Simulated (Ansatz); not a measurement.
**What KSnCl3 (model cell, started as cubic perovskite with Sn in the octahedra) distorts into**

Wanted: the energy along a soft mode of KSnCl3 (model cell, started as cubic perovskite with Sn in the octahedra) and the structure at the end.

Main program and level: Ansatz 0.2.0; DFT PBEsol, scalar-relativistic, plane waves, PAW; PAW set soft_1.

Most raw output is cut from this account.

The structure was built from a prototype and need not be the compound's stable phase.

## Step 1: Set-up

Symmetry: Pm-3m, No. 221, cubic system. Conventional cell: a = 5.482 Å, b = 5.482 Å, c = 5.482 Å, α = 90.00°, β = 90.00°, γ = 90.00°. Nearest to K lie 12 Cl at 3.88 Å. Nearest to Sn lie 6 Cl at 2.74 Å. Nearest to Cl lie 2 Sn at 2.74 Å and 4 K at 3.88 Å. Farther neighbours and most contacts between anions are not listed.

## Step 2: Phonons on a q mesh

The cell comes from relaxations at this level that are not shown. Stability and thermal properties need the whole zone. Linear response on a 2×2×2 q mesh gives force constants as far as a supercell of that size would, and the tensors from the zone-centre run are typed in so that the long-range dipole term is interpolated apart.

Input file input.yaml:

```yaml
crystal:
  lattice:
    - [5.4819651111, 0.0, 0.0]
    - [0.0, 5.4819651111, 0.0]
    - [0.0, 0.0, 5.4819651111]
  atoms:
    - { symbol: K, position: [0.0, 0.0, 0.0] }
    - { symbol: Sn, position: [0.5, 0.5, 0.5] }
    - { symbol: Cl, position: [0.5, 0.5, 0.0] }
    - { symbol: Cl, position: [0.5, 0.0, 0.5] }
    - { symbol: Cl, position: [0.0, 0.5, 0.5] }
kpoints:
  mp_grid: { grid: [12, 12, 12] }
hamiltonian:
  xc: pbesol
  pseudopotentials: { kind: paw, azcp: { folder: soft_1 }, xc_functional: pbe }
scf:
  occupations: { method: fixed }
output:
  eigenvalues: true
phonons:
  method: dfpt
  qmesh: [2, 2, 2]
  temperatures: { t_max: 1000, t_step: 50 }
  qpath:
    path:
      - [[0.0, 0.0, 0.0], [0.0, 0.5, 0.0], [0.5, 0.5, 0.0], [0.0, 0.0, 0.0], [0.5, 0.5, 0.5], [0.0, 0.5, 0.0]]
      - [[0.5, 0.5, 0.5], [0.5, 0.5, 0.0]]
    npoints: 10
  non_analytic_term:
    high_frequency_dielectric_tensor: [[6.0559, 0.0, 0.0], [0.0, 6.0559, 0.0], [0.0, 0.0, 6.0559]]
    born_effective_charges:
      - { species: K, tensor: [[1.282, 0.0, 0.0], [0.0, 1.282, 0.0], [0.0, 0.0, 1.282]] }
      - { species: Sn, tensor: [[4.596, 0.0, 0.0], [0.0, 4.596, 0.0], [0.0, 0.0, 4.596]] }
      - { species: Cl, tensor: [[-0.5016, 0.0, 0.0], [0.0, -0.5016, 0.0], [0.0, 0.0, -4.8748]] }
      - { species: Cl, tensor: [[-0.5016, 0.0, 0.0], [0.0, -4.8748, 0.0], [0.0, 0.0, -0.5016]] }
      - { species: Cl, tensor: [[-4.8748, 0.0, 0.0], [0.0, -0.5016, 0.0], [0.0, 0.0, -0.5016]] }
    source: "zone-centre run at this cell"
```

Launch:

```
$ ansatz run input.yaml --threads 4 --pin off --max-ram 16384MiB --backend cpu --events-out ev --progress --plain --runs-dir out
```

Run time: 14 min. Hardware: 4 threads of Arm Neoverse V1, shared host; peak memory 3.4 GiB; 54 min of CPU time.

Numbers from this step:

* gap on the k-mesh: 0.5036 eV
* volume per atom: 32.95 Å³
* sum-rule residual before enforcement: 4.83e-5 eV/Å²
* lowest frequency on the path: -61.26 cm⁻¹
* point group: m-3m
* highest frequency on the path or at a solved wavevector: 251.1 cm⁻¹
* highest optical mode at the zone centre (no LO-TO term): 93.38 cm⁻¹
* lowest optical zone-centre mode: -61.26 cm⁻¹
* lowest mode on the q mesh (acoustic modes at Γ apart): -61.26 cm⁻¹

Frequencies (cm⁻¹) solved at each irreducible wavevector; negative means imaginary. Frequencies by wavevector, by row:

| q in reciprocal lattice units | star | mode 1 | mode 2 | mode 3 | mode 4 | mode 13 | mode 14 | mode 15 |
| --- | --- | --- | --- | --- | --- | --- | --- | --- |
| 0 0 0 | 1 | -61.3 | -61.3 | -61.3 | -0.8 | 93.4 | 93.4 | 93.4 |
| 0 0 -0.5 | 3 | -53.2 | -53.2 | -20.6 | -20.6 | 95.6 | 145.7 | 241.3 |
| 0 -0.5 -0.5 | 3 | -60.3 | -54.6 | -54.6 | -41.3 | 142.2 | 217.7 | 246.4 |
| -0.5 -0.5 -0.5 | 1 | -60.2 | -60.2 | -60.2 | -54.4 | 217.6 | 217.6 | 251.1 |

Interpolated from a 2×2×2 q mesh, with the LO-TO term (at Γ the limit along the path; where Γ stands inside the path, tables give the limit on arrival). The phonon branches at the labelled points (cm⁻¹):

| point | branch 1 | branch 2 | branch 3 | branch 4 | branch 12 | branch 13 | branch 14 | branch 15 |
| --- | --- | --- | --- | --- | --- | --- | --- | --- |
| Γ | -61 | -61 | -59 | -1 | 68 | 93 | 93 | 229 |
| halfway | -58 | -58 | -29 | -13 | 94 | 94 | 111 | 235 |
| X | -53 | -53 | -21 | -21 | 96 | 96 | 146 | 241 |
| halfway | -55 | -48 | -43 | -36 | 111 | 144 | 171 | 241 |
| M | -60 | -55 | -55 | -41 | 142 | 142 | 218 | 246 |
| halfway | -54 | -54 | -35 | -32 | 109 | 110 | 155 | 228 |
| Γ | -61 | -61 | -59 | -1 | 68 | 93 | 93 | 229 |
| halfway | -54 | -54 | -42 | -33 | 109 | 159 | 159 | 223 |
| R | -60 | -60 | -60 | -54 | 134 | 218 | 218 | 251 |
| halfway | -54 | -52 | -49 | -42 | 141 | 162 | 179 | 240 |
| X | -53 | -53 | -21 | -21 | 96 | 96 | 146 | 241 |
| jump to R | -60 | -60 | -60 | -54 | 134 | 218 | 218 | 251 |
| halfway | -60 | -55 | -55 | -48 | 138 | 169 | 218 | 246 |
| M | -60 | -55 | -55 | -41 | 142 | 142 | 218 | 246 |

Symmetry leaves 4 wavevectors to solve. The lowest mode among them, the acoustic zeros apart, lies at Γ and is imaginary, 61.3i cm⁻¹, so the energy falls along it.

## Step 3: The mode frozen in, largest atomic shift 0 Å

The mode followed lies at Γ with frequency 61.3i cm⁻¹ and is 3-fold degenerate, the softest among the wavevectors solved. At small amplitude the distorted cell has space group no. 99 by a symmetry search on the positions. The undistorted cell that holds it gives the zero of energy on the same k mesh.

input.yaml, the sections that differ from step 2:

```yaml
scf:
  occupations: { method: gaussian, width: 0.02 }
output:
  forces: true
  stress: true
  eigenvalues: true
# crystal, kpoints, hamiltonian: as in step 2
# phonons: removed
```

Run time: 7.3 s. Hardware: 4 threads; peak memory 0.61 GiB; 28 s of CPU time.

Numbers from this step:

```
pressure                         : 1.14e-4 GPa
energy from the undistorted cell : 0 meV/atom
```

At this level the gap is 0.50 eV on the k-mesh of the self-consistent run, which can miss the band edges.

## Step 4: The mode frozen in, largest atomic shift 0.6 Å

The atoms are moved along the unstable eigenvector, the largest shift by 0.6 Å, with the cell fixed.

input.yaml, the sections that differ from step 3:

```yaml
crystal:
  lattice:
    - [5.4819651111, 0.0, 0.0]
    - [0.0, 5.4819651111, 0.0]
    - [0.0, 0.0, 5.4819651111]
  atoms:
    - { symbol: K, position: [0.0, -0.1094498027, 0.0] }
    - { symbol: Sn, position: [0.5, 0.5061124341, 0.5] }
    - { symbol: Cl, position: [0.5, 0.5537345018, 0.0] }
    - { symbol: Cl, position: [0.5, -0.0072237519, 0.5] }
    - { symbol: Cl, position: [0.0, 0.5537345018, 0.5] }
# kpoints, hamiltonian, scf, output: as in step 3
```

It took 28 s on 4 threads; peak memory 0.88 GiB.

This step gave:

| Property | Result |
| --- | --- |
| pressure | 0.3799 GPa |
| gap on the k-mesh | 1.154 eV |
| energy from the undistorted cell | -16.13 meV/atom |

The energy, extrapolated to zero smearing, is -16.13 meV/atom against the undistorted cell.

The run ends at a pressure of 0.38 GPa, with forces up to 0.083 eV/Å.

## Step 5: Energy along the mode, all amplitudes (two of the runs are shown above)

An imaginary frequency means negative curvature, so the energy should fall and then rise again as anharmonic terms take over.

This step gave:

| Quantity | Value |
| --- | --- |
| depth at the lowest point sampled | 16.13 meV/atom |
| largest atomic shift at that point | 0.6 Å |

Table of energy from the parent by largest atomic shift:

| largest atomic shift (Å) | energy from the parent (meV/atom) |
| --- | --- |
| 0.000 | 0 |
| 0.040 | -0.125 |
| 0.080 | -0.496 |
| 0.140 | -1.49 |
| 0.220 | -3.55 |
| 0.320 | -6.96 |
| 0.450 | -11.9 |
| 0.600 | -16.1 |

Displacement at unit largest shift by atom:

| atom | x (Å) | y (Å) | z (Å) | size |
| --- | --- | --- | --- | --- |
| K1 | 0.00 | -1.00 | 0.00 | 1.00 |
| Sn2 | 0.00 | 0.06 | 0.00 | 0.06 |
| Cl3 | 0.00 | 0.49 | 0.00 | 0.49 |
| Cl4 | 0.00 | -0.07 | 0.00 | 0.07 |
| Cl5 | 0.00 | 0.49 | 0.00 | 0.49 |

The lowest of the steps tried is the last one, at 0.6 Å, 16.1 meV/atom below the parent; the bottom of the well need not coincide with a step.

## Step 6: Relaxing from the distorted cell

Starting from the lowest point found, all atoms and the cell are let go, so that strain and other modes of the same symmetry can join in.

input.yaml, as its differences from that of step 4:

```diff
@@ -17,3 +17,3 @@
 scf:
-  occupations: { method: gaussian, width: 0.02 }
+  occupations: { method: fixed }
 output:
@@ -22 +22,6 @@
   eigenvalues: true
+relax:
+  adjacent_minimum: "off"
+  f_tol: 0.002
+  max_steps: 120
+  cell: { stress_tol: 0.03 }
```

Wall time 4.4 min (4 threads); peak memory 0.98 GiB; 18 min of CPU time.

The steps of the relaxation:

| step | energy less that of the first step (eV) | largest force component (eV/Å) | pressure (GPa) | volume (Å³) |
| --- | --- | --- | --- | --- |
| 1 | 0.0000 | 0.0833 | 0.38 | 164.74 |
| 2 | -0.0119 | 0.0647 | 0.05 | 167.53 |
| 3 | -0.0166 | 0.0509 | -0.02 | 168.93 |
| 4 | -0.0186 | 0.0516 | -0.01 | 169.79 |
| 5 | -0.0197 | 0.0364 | 0.00 | 170.38 |
| 6 | -0.0200 | 0.0561 | 0.13 | 171.28 |
| 7 | -0.0203 | 0.0075 | -0.08 | 173.08 |
| 8 | -0.0208 | 0.0026 | 0.01 | 171.48 |
| 9 | -0.0208 | 0.0009 | 0.00 | 171.63 |
| 10* | -0.0211 | 0.0009 | 0.00 | 171.63 |

Relaxation steps marked * repeat the geometry before them on a plane-wave basis chosen anew for their cell, so energy and pressure can jump there.

Forces are held to the 8 operations that the run works with; a distortion that breaks them can't arise in this run.

| conventional cell, symmetrised | before | after | change |
| --- | --- | --- | --- |
| a (Å) | 5.482 | 5.515 | +0.6 % |
| b (Å) | 5.482 | 5.515 | +0.6 % |
| c (Å) | 5.482 | 5.643 | +2.9 % |
| volume (Å³/atom) | 32.95 | 34.33 | +4.2 % |

The atoms that moved most (Å, as changes of fractional coordinates times the final cell):

| atom | dx | dy | dz | length |
| --- | --- | --- | --- | --- |
| K1 | 0.000 | -0.186 | 0.000 | 0.186 |
| Sn2 | 0.000 | 0.105 | 0.000 | 0.105 |
| Cl5 | 0.000 | 0.057 | 0.000 | 0.057 |
| Cl3 | 0.000 | 0.057 | 0.000 | 0.057 |
| Cl4 | 0.000 | -0.034 | 0.000 | 0.034 |

The relaxed structure:

```xyz
5
Lattice="5.5147 0.0000 0.0000 0.0000 5.6433 0.0000 0.0000 0.0000 5.5147" Properties=species:S:1:pos:R:3 pbc="T T T"
K     0.0000   -0.8035    0.0000
Sn    2.7574    2.9614    2.7574
Cl    2.7574    3.1822    0.0000
Cl    2.7574   -0.0748    2.7574
Cl    0.0000    3.1822    2.7574
```

This step gave:

| Quantity | Value |
| --- | --- |
| pressure | -0.004114 GPa |
| gap on the k-mesh | 1.489 eV |
| volume per atom | 34.33 Å³ |

The distorted start has space group P4mm; the relaxation ends in P4mm.

## Step 7: The new phase in its own primitive cell

The relaxed structure is symmetrised, reduced to its primitive cell and relaxed tightly, as its phonons need.

input.yaml, the sections that differ from step 6:

```yaml
crystal:
  lattice:
    - [5.5147420054, 0.0, 0.0]
    - [0.0, 5.5147420054, 0.0]
    - [0.0, 0.0, 5.6432916479]
  atoms:
    - { symbol: K, position: [0.0, 0.0, 0.1423812705] }
    - { symbol: Sn, position: [0.5, 0.5, 0.4752432163] }
    - { symbol: Cl, position: [0.5, 0.0, 0.4361098596] }
    - { symbol: Cl, position: [0.5, 0.5, 0.013247911] }
    - { symbol: Cl, position: [0.0, 0.5, 0.4361098596] }
kpoints:
  mp_grid: { grid: [8, 8, 8] }
relax:
  adjacent_minimum: "off"
  f_tol: 0.001
  max_steps: 60
  cell: { stress_tol: 0.01 }
# hamiltonian, scf, output: as in step 6
```

Run time: 34 s. Hardware: 4 threads; peak memory 0.63 GiB.

Little changed from the start: no atom moved by 0.005 Å and no cell edge by 0.1 %.

This step gave:

| Item | Value |
| --- | --- |
| pressure | -9.74e-4 GPa |
| gap on the k-mesh | 1.490 eV |
| volume per atom | 34.32 Å³ |
| direct gap on mesh | 1.490 eV |

The largest force component left is 0.53 meV/Å and the pressure is -0.001 GPa, within the tolerances set. The cell now holds 34.32 Å³/atom.

## Step 8: Modes of the new phase, k-mesh 8×8×8

A relaxed structure may still be a saddle point, so its zone-centre modes are computed. The response to a homogeneous field gives the Born charges and the dielectric tensor.

input.yaml, the sections that differ from step 7:

```yaml
crystal:
  lattice:
    - [5.5143840298, 0.0, 0.0]
    - [0.0, 5.5143840298, 0.0]
    - [0.0, 0.0, 5.6439137951]
  atoms:
    - { symbol: K, position: [0.0, 0.0, 0.1424449842] }
    - { symbol: Sn, position: [0.5, 0.5, 0.4752120402] }
    - { symbol: Cl, position: [0.5, 0.0, 0.4360946019] }
    - { symbol: Cl, position: [0.5, 0.5, 0.0132458888] }
    - { symbol: Cl, position: [0.0, 0.5, 0.4360946019] }
output:
  eigenvalues: true
phonons:
  method: dfpt
  dielectric: true
  rigid_motions: translations
# kpoints, hamiltonian, scf: as in step 7
# relax: removed
```

Run time: 7.6 min. Hardware: 4 threads; peak memory 4.7 GiB; 29 min of CPU time.

This step gave:

| Quantity | Value |
| --- | --- |
| sum-rule residual before enforcement | 6.16e-5 eV/Å² |
| miss of the charge sum rule | 0.008670 e |
| estimated error of the dielectric tensor | 0.02853 |
| estimated error of the Born charges | 0.05361 e |
| point group | 4mm |
| highest optical mode at the zone centre (no LO-TO term) | 139.7 cm⁻¹ |
| lowest optical zone-centre mode | -12.09 cm⁻¹ |
| mean high-frequency dielectric constant | 4.373 |
| largest Born charge (third of the trace) | 4.141 e |
| top of the zone-centre spectrum with the field | 237.8 cm⁻¹ |

Without the LO-TO term. Patterns of degenerate modes are one choice out of their space. Modes at Γ, with each element's share of the kinetic energy (negative means imaginary):

| mode | frequency (cm⁻¹) | symmetry | K % | Sn % | Cl % |
| --- | --- | --- | --- | --- | --- |
| 1 | -12.1 | E | 36 | 0 | 64 |
| 2 | -12.1 | E | 36 | 0 | 64 |
| 3 | 0.0 | acoustic | 15 | 45 | 40 |
| 4 | 0.0 | acoustic | 15 | 45 | 40 |
| 5 | 0.0 | acoustic | 15 | 45 | 40 |
| 6 | 66.9 | A1 | 65 | 26 | 9 |
| 7 | 69.7 | B1 | 0 | 0 | 100 |
| 8 | 75.5 | E | 25 | 48 | 28 |
| 9 | 75.5 | E | 25 | 48 | 28 |
| 10 | 91.0 | E | 1 | 4 | 95 |
| 11 | 91.0 | E | 1 | 4 | 95 |
| 12 | 91.5 | A1 | 20 | 7 | 73 |
| 13 | 95.7 | E | 24 | 3 | 73 |
| 14 | 95.7 | E | 24 | 3 | 73 |
| 15 | 139.7 | A1 | 1 | 22 | 78 |

Displacements in mode 1 (-12.1 cm⁻¹), the largest set to 1:
```
K1  -0.85  0.33  0.00
Sn2  0.03 -0.01  0.00
Cl3 -0.53 -0.14  0.00
Cl4  1.00 -0.39  0.00
Cl5  0.35  0.21  0.00
```

Displacements in mode 8 (75.5 cm⁻¹), the largest set to 1:
```
K1  -1.00  0.07  0.00
Sn2  0.80 -0.06  0.00
Cl3  0.01  0.06  0.00
Cl4 -0.72  0.05  0.00
Cl5 -0.86  0.00  0.00
```

High-frequency dielectric tensor, which the program warns is not settled by the k meshes in reach. Tensor:

|  | x | y | z |
| --- | --- | --- | --- |
| x | 4.51 | 0 | 0 |
| y | 0 | 4.51 | 0 |
| z | 0 | 0 | 4.1 |

Optical modes at the zone centre, without and with the macroscopic field of the longitudinal modes; each column is sorted by frequency, so a row need not hold one and the same mode. Modes with and without the field, by row:

| rank among optical modes | no field (cm⁻¹) | q along (1, 0, 0) (cm⁻¹) | q along (0, 0, 1) (cm⁻¹) |
| --- | --- | --- | --- |
| 1 | -12.1 | -12.1 | -12.1 |
| 2 | -12.1 | 26.6 | -12.1 |
| 3 | 66.9 | 66.9 | 67.3 |
| 4 | 69.7 | 69.7 | 69.7 |
| 5 | 75.5 | 75.5 | 75.5 |
| 6 | 75.5 | 83.7 | 75.5 |
| 7 | 91 | 91 | 91 |
| 8 | 91 | 91.5 | 91 |
| 9 | 91.5 | 91.7 | 93 |
| 10 | 95.7 | 95.7 | 95.7 |
| 11 | 95.7 | 139.7 | 95.7 |
| 12 | 139.7 | 232.4 | 237.8 |

Born charge (rows field, columns displacement) (e), principal values of the symmetric part by kind of site:

| atom | atoms with these values | low | middle | high | mean |
| --- | --- | --- | --- | --- | --- |
| K1 | 1 | 1.00 | 1.26 | 1.26 | 1.18 |
| Sn2 | 1 | 3.71 | 4.36 | 4.36 | 4.14 |
| Cl3 | 2 | -4.27 | -0.66 | -0.53 | -1.82 |
| Cl4 | 1 | -3.66 | -0.69 | -0.69 | -1.68 |

In full for K1:

```
1.26 0.00 0.00
0.00 1.26 0.00
0.00 0.00 1.00
```

Transverse modes; imaginary modes are left out. Lines of the infrared spectrum (strongest = 100):

| position (cm⁻¹) | relative intensity |
| --- | --- |
| 67 | 0.4 |
| 70 | 0.0 |
| 76 | 74 |
| 91 | 13 |
| 92 | 2.5 |
| 96 | 100 |
| 140 | 74 |

Before it was imposed, the acoustic sum rule was missed by 6.2e-5 eV/Å² and the charge sum rule by 0.0087 e. Small misses are needed for a sound result but don't prove that mesh and cutoff are converged. The lowest optical mode is imaginary, 12.1i cm⁻¹, so the energy falls along it.

The log warns of the k mesh: “the force constants stand on the 8×8×8 k-mesh, whose period is 13.10 times the interband length at k = (-0.5000, -0.5000, -0.5000), direct gap 1.490 eV, under 14: take them and everything formed from them as unconverged”.

## Step 9: What came out

| Item | Value |
| --- | --- |
| unstable mode of the parent | q = (0, 0, 0), 61i cm⁻¹ |
| depth at the lowest point sampled | 16.1 meV/atom |
| largest atomic shift at that point | 0.6 Å |
| space group reached (within 0.01 Å) | P4mm |
| energy gained over the parent (first relaxation, on the mesh of the frozen mode) | 20.3 meV/atom |
| volume per atom, phase reached | 34.3 Å³ |
| gap on the k-mesh, phase reached | 1.49 eV |
| lowest optical zone-centre mode, phase reached | -12.1 cm⁻¹ |
| highest optical mode at the zone centre (no LO-TO term), phase reached | 140 cm⁻¹ |

What this shows: Along this mode the structure falls into P4mm, 20.3 meV/atom below the parent. At the parent's cell the well is 16.13 meV/atom deep on the steps tried, with its lowest point at a shift of 0.6 Å. That is the last step tried, so the steps alone don't bracket the bottom of the well. Relaxing atoms and cell changes the gain by +4.21 meV/atom against the lowest step (energies at zero smearing). The new phase still has an imaginary mode at the zone centre of its cell, so it is a saddle point on the way to a lower structure. Of the 4 patterns followed to their end from this parent, this one ends 17.4 meV/atom above the lowest, P4/mbm. Each path keeps the symmetry of its pattern, so a lower phase may lie along a pattern not tried. With the field response the log warns that the k mesh is coarse for the force constants too, so the frequencies may not be converged. In at least one run the field response is not settled by the k meshes in reach, so its dielectric tensor, Born charges and longitudinal modes are rough. Spin-orbit coupling is left out, which can matter for the heavy elements here. The PAW files were made for PBE and serve the other functionals too. The starting cell was built on a prototype and not taken from a measurement, so the phase need not exist.

[Logs are printed without paths, hosts, clocks, repeated set-up lines and the standing remarks that a program may print on its own settings, such as how far it seeks lower states.]

[Hosts, paths, dates, database ids (printed as entryN), source tags and the programs' standing remarks are cut or masked in the printed files.]
